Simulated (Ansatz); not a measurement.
# What TaRu (Pm-3m) distorts into, part 2 of 3

Aim: this structure of TaRu (Pm-3m) is to be tested for unstable modes, and one is followed downhill.

Ansatz 0.2.0; DFT PBEsol, scalar-relativistic, plane waves, PAW; PAW set soft_1.

So far, highest frequency on path, mesh or solved points (cm⁻¹): step 2 (response at finite wavevector) 175. Also lowest frequency on the path (cm⁻¹): step 2 -142.

## 5. Energy along the mode, all amplitudes (two of the runs are shown above)

An imaginary frequency means negative curvature, so the energy should fall and then rise again as anharmonic terms take over.

This step gave:

```
depth at the lowest point sampled  : 7.58 meV/atom
largest atomic shift at that point : 0.14 Å
```

Table of energy from the parent by largest atomic shift:

| largest atomic shift (Å) | energy from the parent (meV/atom) |
| --- | --- |
| 0.000 | 0 |
| 0.040 | -1.43 |
| 0.080 | -4.37 |
| 0.140 | -7.58 |
| 0.220 | -4.04 |
| 0.320 | 18.0 |

Displacement at unit largest shift by atom:

| atom | x (Å) | y (Å) | z (Å) | size |
| --- | --- | --- | --- | --- |
| Ta1 | 0.00 | 0.00 | 0.25 | 0.25 |
| Ta2 | 0.00 | 0.00 | -0.25 | 0.25 |
| Ta3 | 0.00 | 0.00 | 0.25 | 0.25 |
| Ta4 | 0.00 | 0.00 | -0.25 | 0.25 |
| Ru5 | 0.00 | -1.00 | 0.00 | 1.00 |
| Ru6 | 0.00 | 1.00 | 0.00 | 1.00 |
| Ru7 | 0.00 | 0.00 | 0.00 | 0.00 |
| Ru8 | 0.00 | 0.00 | 0.00 | 0.00 |

The lowest step is at 0.14 Å, 7.58 meV/atom below the parent, and the energy rises beyond it.

## 6. Relaxation from the frozen mode

Starting from the lowest point found, all atoms and the cell are let go, so that strain and other modes of the same symmetry can join in.

input.yaml reads:

```yaml
crystal:
  lattice:
    - [-3.1394054961, 0.0, 0.0]
    - [0.0, 0.0, -6.2788109923]
    - [0.0, -6.2788109923, -3.1394054961]
  atoms:
    - { symbol: Ta, position: [0.5, 0.6193742537, 0.25] }
    - { symbol: Ta, position: [0.5, 0.1306257463, 0.25] }
    - { symbol: Ta, position: [0.5, 0.3693742537, 0.75] }
    - { symbol: Ta, position: [0.5, 0.8806257463, 0.75] }
    - { symbol: Ru, position: [0.0, -0.0111486076, 0.0222972152] }
    - { symbol: Ru, position: [0.0, 0.5111486076, -0.0222972152] }
    - { symbol: Ru, position: [0.0, 0.75, 0.5] }
    - { symbol: Ru, position: [0.0, 0.25, 0.5] }
kpoints:
  mp_grid: { grid: [12, 6, 6] }
hamiltonian:
  xc: pbesol
  pseudopotentials: { kind: paw, azcp: { folder: soft_1 }, xc_functional: pbe }
scf:
  occupations: { method: methfessel_paxton, width: 0.2 }
output:
  forces: true
  stress: true
  eigenvalues: true
relax:
  adjacent_minimum: "off"
  f_tol: 0.002
  max_steps: 120
  cell: { stress_tol: 0.03 }
```

Command:

```bash
> ansatz run input.yaml --threads 4 --pin off --max-ram 10240MiB --backend cpu --events-out ev --progress --plain --runs-dir out
```

What it wrote:

```text
[...]
Crystal: 8 atoms, lattice volume = 123.766 Å³
Basis set: ecut = 420 eV, 2445 PW (Γ), exchange–correlation on 48×90×96 points (8 copies of the dense FFT grid, shifted against one another)
Bands: 70, of which v1, the nominal top of the filled ones, is band 58 counted from 1 (57 counted from 0)
Symmetry: 8 space group operations
[...]
k-points: 91 of 432
[...]
SCF iter   1: F=—  HF=-62514.622766 eV  |F-HF|=—  |Δ(HF+E_count)|=         —  Δρ=2.45e-1  dr2=1.21e2  ethr=3.10e-3  ⟨swp⟩=4.5  Hψ=19581  notcnv=0
[...]
SCF iter   9: F=-62497.945208 eV  HF=-62497.945208 eV  |F-HF|=3.49e-8  |Δ(HF+E_count)|=   4.11e-8  S|Δr|=    0.00e0  Δρ=4.94e-6  dr2=4.22e-8  ethr=8.62e-11  ⟨swp⟩=9.8  Hψ=23823  notcnv=0
SCF 1 converged in 9 iterations: F = -62497.945208 eV  dr2 = 4.22e-8
[...]
relax step   1: F+E_penalty+E_count = -62497.94520786 eV  Δ(F+E_penalty+E_count) = +0.000e0 eV  max|allowed force component| = 2.150e-1 eV/Å  Δτ_max = 0.0000 Å  P = +0.355 GPa  Ω = 123.766 Å³  (9 SCF iters, dr2 threshold 1.00e-7 eV, accepted)
Crystal: 8 atoms, lattice volume = 124.097 Å³
Basis set: ecut = 420 eV, 2413 PW (Γ), exchange–correlation on 48×90×96 points (8 copies of the dense FFT grid, shifted against one another)
[...]
iter 1 solved again at ethr=3.81e-4 eV; its pass at ethr=3.10e-3 eV (dr2=4.42e-1 eV) is discarded
[...]
SCF iter   6: F=-62498.121414 eV  HF=-62498.121414 eV  |F-HF|=2.06e-7  |Δ(HF+E_count)|=   3.07e-6  S|Δr|=    0.00e0  Δρ=1.78e-5  dr2=3.83e-7  ethr=6.90e-10  ⟨swp⟩=5.3  Hψ=25640  notcnv=0
SCF 2 converged in 6 iterations: F = -62498.121414 eV  dr2 = 3.83e-7
relax step   2: F+E_penalty+E_count = -62498.12141353 eV  Δ(F+E_penalty+E_count) = -1.762e-1 eV  max|allowed force component| = 3.055e-1 eV/Å  Δτ_max = 0.0406 Å  P = -0.341 GPa  Ω = 124.097 Å³  energy of the carried Pulay correction = -2.562e-4 eV  (6 SCF iters, dr2 threshold 8.00e-7 eV, accepted)
Crystal: 8 atoms, lattice volume = 123.890 Å³
Basis set: ecut = 420 eV, 2437 PW (Γ), exchange–correlation on 48×90×96 points (8 copies of the dense FFT grid, shifted against one another)
[...]
SCF iter   6: F=-62498.095784 eV  HF=-62498.095784 eV  |F-HF|=1.75e-7  |Δ(HF+E_count)|=   1.01e-6  S|Δr|=    0.00e0  Δρ=1.10e-5  dr2=2.51e-7  ethr=6.90e-10  ⟨swp⟩=4.7  Hψ=23596  notcnv=0
SCF 3 converged in 6 iterations: F = -62498.095784 eV  dr2 = 2.51e-7
relax step   3: F+E_penalty+E_count = -62498.09578376 eV  Δ(F+E_penalty+E_count) = +2.563e-2 eV  max|allowed force component| = 7.101e-1 eV/Å  Δτ_max = 0.0188 Å  P = +0.531 GPa  Ω = 123.890 Å³  energy of the carried Pulay correction = -9.576e-5 eV  (6 SCF iters, dr2 threshold 8.00e-7 eV, rejected (line search))
[... from here on, the SCF cycles and remarks between the steps are left out ...]
relax step   4: F+E_penalty+E_count = -62498.19794526 eV  Δ(F+E_penalty+E_count) = -7.653e-2 eV  max|allowed force component| = 1.216e-1 eV/Å  Δτ_max = 0.0103 Å  P = -0.335 GPa  Ω = 124.083 Å³  energy of the carried Pulay correction = -2.457e-4 eV  (10 SCF iters, accepted)
relax step   5: F+E_penalty+E_count = -62498.18812865 eV  Δ(F+E_penalty+E_count) = +9.817e-3 eV  max|allowed force component| = 9.409e-2 eV/Å  Δτ_max = 0.0556 Å  P = +0.492 GPa  Ω = 123.695 Å³  energy of the carried Pulay correction = +5.527e-5 eV  (6 SCF iters, dr2 threshold 8.00e-7 eV, rejected (line search))
relax step   6: F+E_penalty+E_count = -62498.20995968 eV  Δ(F+E_penalty+E_count) = -1.201e-2 eV  max|allowed force component| = 5.496e-2 eV/Å  Δτ_max = 0.0163 Å  P = -0.153 GPa  Ω = 123.999 Å³  energy of the carried Pulay correction = -1.802e-4 eV  (10 SCF iters, accepted)
relax step   7: F+E_penalty+E_count = -62498.20998754 eV  Δ(F+E_penalty+E_count) = -2.786e-5 eV  max|allowed force component| = 4.894e-2 eV/Å  Δτ_max = 0.0161 Å  P = +0.054 GPa  Ω = 123.959 Å³  energy of the carried Pulay correction = -1.498e-4 eV  (6 SCF iters, dr2 threshold 1.89e-7 eV, rejected (line search))
relax step   8: F+E_penalty+E_count = -62498.21044520 eV  Δ(F+E_penalty+E_count) = -4.855e-4 eV  max|allowed force component| = 2.356e-3 eV/Å  Δτ_max = 0.0080 Å  P = -0.017 GPa  Ω = 123.964 Å³  energy of the carried Pulay correction = -1.534e-4 eV  (9 SCF iters, accepted)
relax step   9: F+E_penalty+E_count = -62498.21045720 eV  Δ(F+E_penalty+E_count) = -1.200e-5 eV  max|allowed force component| = 7.787e-4 eV/Å  Δτ_max = 0.0001 Å  P = +0.015 GPa  Ω = 123.950 Å³  energy of the carried Pulay correction = -1.421e-4 eV  (5 SCF iters, dr2 threshold 3.47e-10 eV, accepted)
relax step  10: F+E_penalty+E_count = -62498.21394750 eV  Δ(F+E_penalty+E_count) = -3.490e-3 eV  max|allowed force component| = 3.256e-3 eV/Å  Δτ_max = 0.0000 Å  P = +0.054 GPa  Ω = 123.950 Å³  stress off target by 1.60e-1 GPa  SCF on the basis re-selected at this cell (its energy is not comparable with the rows above)  (6 SCF iters)
relax step  11: F+E_penalty+E_count = -62498.21396290 eV  Δ(F+E_penalty+E_count) = -1.540e-5 eV  max|allowed force component| = 2.074e-3 eV/Å  Δτ_max = 0.0001 Å  P = -0.010 GPa  Ω = 123.981 Å³  energy of the carried Pulay correction = -2.443e-5 eV  (4 SCF iters, dr2 threshold 6.43e-8 eV, accepted)
relax step  12: F+E_penalty+E_count = -62498.21396792 eV  Δ(F+E_penalty+E_count) = -5.021e-6 eV  max|allowed force component| = 4.432e-4 eV/Å  Δτ_max = 0.0002 Å  P = +0.001 GPa  Ω = 123.976 Å³  energy of the carried Pulay correction = -2.053e-5 eV  (6 SCF iters, dr2 threshold 2.69e-10 eV, accepted)
[...]
SCF iter   1: F=—  HF=-62498.213995 eV  |F-HF|=—  |Δ(HF+E_count)|=         —  Δρ=5.23e-6  dr2=1.79e-9  ethr=1.00e-7  ⟨swp⟩=3.1  Hψ=35676  notcnv=0
eigensolver tolerance schedule: the retry pair's looser diagonalisation over-reported the residual by 65162.57 of it (diagonalisation noise at an unbounded share of the residual, at the tolerance the schedule requests for it); recorded, not acted on — ethr = c·dr2/N_el stays at c = 1.0e-1
SCF iter   2: F=—  HF=-62498.213989 eV  |F-HF|=—  |Δ(HF+E_count)|=   5.66e-6  S|Δr|=    0.00e0  Δρ=2.67e-6  dr2=5.28e-10  ethr=1.54e-12  ⟨swp⟩=3.5  Hψ=17447  notcnv=0
[...]
SCF iter   4: F=-62498.213989 eV  HF=-62498.213989 eV  |F-HF|=2.18e-11  |Δ(HF+E_count)|=  2.26e-10  S|Δr|=    0.00e0  Δρ=2.47e-8  dr2=1.43e-12  ethr=1.00e-12  ⟨swp⟩=6.0  Hψ=26095  notcnv=0
SCF 13 converged in 4 iterations: F = -62498.213989 eV  dr2 = 1.43e-12
relax step  13: F+E_penalty+E_count = -62498.21398935 eV  Δ(F+E_penalty+E_count) = -2.143e-5 eV  max|allowed force component| = 4.463e-4 eV/Å  Δτ_max = 0.0000 Å  P = +0.001 GPa  Ω = 123.976 Å³  stress off target by 2.54e-3 GPa  SCF on the basis re-selected at this cell (its energy is not comparable with the rows above)  (4 SCF iters)
[...]
SCF converged after 4 iterations
[...]
Free energy (F): -62498.213989 eV
[...]
Internal energy: -62498.222649 eV  (E = F + TS)
E sigma→0 (E₀):  -62498.216154 eV
Entropy (-TS):   0.008659 eV (1.082 meV/atom)
Fermi energy:    21.585735 eV
Step filling:    the computed levels leave a gap of 0.0017 eV = 0.0 smearing widths at the electron count; against every level under it full and every level over it empty, smearing changes F+E_penalty+E_count by +2.610 meV and its σ→0 estimate by +0.445 meV
[...]
--- Forces (eV/Å), atoms counted from 1 ---
  atom   1  Ta     0.00000000     0.00044630     0.00024749
  atom   2  Ta    -0.00000000     0.00044630    -0.00024749
  atom   3  Ta     0.00000000    -0.00044630     0.00024749
  atom   4  Ta    -0.00000000    -0.00044630    -0.00024749
  atom   5  Ru     0.00000000     0.00003549    -0.00000000
  atom   6  Ru    -0.00000000    -0.00003549     0.00000000
  atom   7  Ru     0.00000000     0.00000000     0.00000000
  atom   8  Ru     0.00000000     0.00000000     0.00000000
  max |Σ_I F_I| component: 4.34e-19 eV/Å
--- Stress (GPa, compression-positive) ---
        0.002541      -0.000000       0.000000
       -0.000000       0.000774      -0.000000
        0.000000      -0.000000      -0.001193
  P = ⅓ Tr σ = 0.0007 GPa (0.007 kbar)
--- Band table (eV; the first three rows and the last of 91) ---
  k-point 0: bands = [... 54 lower, 19.9338, 20.2527, 20.6756, 21.1972, 21.3567, 21.4022, 21.5163, 22.0231, ... 8 higher]
  k-point 1: bands = [... 54 lower, 19.9680, 20.6154, 20.6294, 20.8257, 21.1351, 21.5820, 22.0141, 22.0455, ... 8 higher]
  k-point 2: bands = [... 54 lower, 20.1267, 20.2809, 20.4645, 20.9834, 21.3788, 21.6235, 21.9682, 22.5244, ... 8 higher]
  k-point 90: bands = [... 54 lower, 20.0249, 20.3855, 21.1207, 21.9895, 22.1054, 22.1201, 22.2221, 22.4097, ... 8 higher]
--- Relaxed structure (11 steps of the walk, 8 accepted, 2 SCFs on fresh bases) ---
  F+E_penalty+E_count = -62498.21398935 eV   max|allowed force component| = 4.463e-4 eV/Å   (the final SCF, on the basis selected at the relaxed cell)
  cell:  # Å, volume = 123.9760 Å³
    - [-3.020234, 0, 0]
    - [0, -2.443340e-11, -6.136537]
    - [0, -6.689194, -3.068268]
  atoms:
    - { symbol: Ta, position: [0.5, 0.616196, 0.249480] }
    - { symbol: Ta, position: [0.5, 0.134324, 0.249480] }
    - { symbol: Ta, position: [0.5, 0.365676, 0.750520] }
    - { symbol: Ta, position: [0.5, 0.883804, 0.750520] }
    - { symbol: Ru, position: [0, -0.012465, 0.024931] }
    - { symbol: Ru, position: [0, 0.512465, -0.024931] }
    - { symbol: Ru, position: [0, 0.75, 0.500000] }
    - { symbol: Ru, position: [0, 0.250000, 0.500000] }
```

Wall time 1.9 min (4 threads of Intel Xeon Platinum 8488C (Sapphire Rapids), shared host); peak memory 0.99 GiB; 7.3 min of CPU time.

Relaxation path:

| step | energy less that of the first step (eV) | largest force component (eV/Å) | pressure (GPa) | volume (Å³) |
| --- | --- | --- | --- | --- |
| 1 | 0.0000 | 0.2150 | 0.35 | 123.77 |
| 2 | -0.1762 | 0.3055 | -0.34 | 124.10 |
| 3 | -0.1506 | 0.7101 | 0.53 | 123.89 |
| 4 | -0.2527 | 0.1216 | -0.34 | 124.08 |
| 5 | -0.2429 | 0.0941 | 0.49 | 123.70 |
| 6 | -0.2648 | 0.0550 | -0.15 | 124.00 |
| 7 | -0.2648 | 0.0489 | 0.05 | 123.96 |
| 8 | -0.2652 | 0.0024 | -0.02 | 123.96 |
| 9 | -0.2652 | 0.0008 | 0.01 | 123.95 |
| 10* | -0.2687 | 0.0033 | 0.05 | 123.95 |
| 11 | -0.2688 | 0.0021 | -0.01 | 123.98 |
| 12 | -0.2688 | 0.0004 | 0.00 | 123.98 |
| 13* | -0.2688 | 0.0004 | 0.00 | 123.98 |

Relaxation steps marked * repeat the geometry before them on a plane-wave basis chosen anew for their cell, so energy and pressure can jump there. Relaxation steps 3, 5, 7 were tried and not accepted.

The run keeps the 8 symmetry operations that the program found, so distortions that break them were not tested.

| conventional cell, symmetrised | before | after | change |
| --- | --- | --- | --- |
| a (Å) | 6.279 | 6.137 | -2.3 % |
| b (Å) | 12.558 | 13.378 | +6.5 % |
| c (Å) | 3.139 | 3.020 | -3.8 % |
| volume (Å³/atom) | 15.47 | 15.50 | +0.2 % |

The atoms that moved most (Å, as changes of fractional coordinates times the final cell):

| atom | dx | dy | dz | length |
| --- | --- | --- | --- | --- |
| Ta2 | 0.000 | 0.003 | -0.021 | 0.021 |
| Ta1 | 0.000 | 0.003 | 0.021 | 0.021 |
| Ta3 | 0.000 | -0.003 | 0.021 | 0.021 |
| Ta4 | 0.000 | -0.003 | -0.021 | 0.021 |
| Ru6 | 0.000 | 0.018 | 0.000 | 0.018 |
| Ru5 | 0.000 | -0.018 | 0.000 | 0.018 |

The relaxed structure:

```cif
data_structure
_symmetry_space_group_name_H-M 'P 1'
_symmetry_Int_Tables_number 1
_cell_length_a 3.0202
_cell_length_b 6.1365
_cell_length_c 7.3593
_cell_angle_alpha 65.360
_cell_angle_beta 90.000
_cell_angle_gamma 90.000
_cell_volume 123.98
loop_
_atom_site_label
_atom_site_type_symbol
_atom_site_fract_x
_atom_site_fract_y
_atom_site_fract_z
_atom_site_occupancy
Ta1 Ta 0.50000 0.61620 0.24948 1
Ta2 Ta 0.50000 0.13432 0.24948 1
Ta3 Ta 0.50000 0.36568 0.75052 1
Ta4 Ta 0.50000 0.88380 0.75052 1
Ru5 Ru 0.00000 0.98753 0.02493 1
Ru6 Ru 0.00000 0.51247 0.97507 1
Ru7 Ru 0.00000 0.75000 0.50000 1
Ru8 Ru 0.00000 0.25000 0.50000 1
```

Numbers from this step:

* pressure: 7.07e-4 GPa
* volume per atom: 15.50 Å³

The distorted start has space group Cmmm; the relaxation ends in Cmmm.

## 7. The new phase in its own primitive cell

The relaxed structure is symmetrised, reduced to its primitive cell and relaxed tightly, as its phonons need.

input.yaml, the sections that differ from step 6:

```yaml
crystal:
  lattice:
    - [3.0682683753, -6.6891944529, 0.0]
    - [3.0682683753, 6.6891944529, 0.0]
    - [0.0, 0.0, 3.0202337854]
  atoms:
    - { symbol: Ta, position: [0.6156763768, 0.8661960968, 0.5] }
    - { symbol: Ta, position: [0.1338039032, 0.3843236232, 0.5] }
    - { symbol: Ta, position: [0.8661960968, 0.6156763768, 0.5] }
    - { symbol: Ta, position: [0.3843236232, 0.1338039032, 0.5] }
    - { symbol: Ru, position: [0.7624653796, 0.2375346204, 0.0] }
    - { symbol: Ru, position: [0.2375346204, 0.7624653796, 0.0] }
    - { symbol: Ru, position: [0.0, 0.0, 0.0] }
    - { symbol: Ru, position: [0.5, 0.5, 0.0] }
kpoints:
  mp_grid: { grid: [6, 6, 12] }
relax:
  adjacent_minimum: "off"
  f_tol: 0.001
  max_steps: 60
  cell: { stress_tol: 0.01 }
# hamiltonian, scf, output: as in step 6
```

What it wrote:

```text
[...]
Crystal: 8 atoms, lattice volume = 123.976 Å³
Basis set: ecut = 420 eV, 2423 PW (Γ), exchange–correlation on 100×100×48 points (8 copies of the dense FFT grid, shifted against one another)
Bands: 70, of which v1, the nominal top of the filled ones, is band 58 counted from 1 (57 counted from 0)
Symmetry: 8 space group operations
[...]
k-points: 91 of 432
[...]
atoms:
    - { symbol: Ta, position: [0.6156763768, 0.8661960968, 0.5] }
    - { symbol: Ta, position: [0.1338039032, 0.3843236232, 0.5] }
    - { symbol: Ta, position: [0.8661960968, 0.6156763768, 0.5] }
    - { symbol: Ta, position: [0.3843236232, 0.1338039032, 0.5] }
    - { symbol: Ru, position: [0.7624653796, 0.2375346204, 0.0] }
    - { symbol: Ru, position: [0.2375346204, 0.7624653796, 0.0] }
    - { symbol: Ru, position: [0.0, 0.0, 0.0] }
    - { symbol: Ru, position: [0.5, 0.5, 0.0] }
[key lines of the parts left out:]
SCF converged after 6 iterations
Free energy (F): -62498.213989 eV
Fermi energy:    21.585735 eV
P = ⅓ Tr σ = 0.0007 GPa (0.007 kbar)
```

The job ended after 17 s (4 threads; peak memory 0.98 GiB; 67 s of CPU time).

Little changed from the start: no atom moved by 0.005 Å and no cell edge by 0.1 %.

Read from the output:

```
pressure : 7.08e-4 GPa
```

The largest force component left is 0.45 meV/Å and the pressure is 0.001 GPa, within the tolerances set. The cell now holds 15.50 Å³/atom.

(Continued in part 3 of 3.)

[Long decimals in the printed logs are rounded to 6 places.]

[Logs are printed without paths, hosts, clocks, repeated set-up lines and the standing remarks that a program may print on its own settings, such as how far it seeks lower states.]

[Hosts, paths, dates, database ids (printed as entryN), source tags and the programs' standing remarks are cut or masked in the printed files.]

[Where the starting crystal was built by hand or by swapping elements, it need not be the compound's stable phase.]
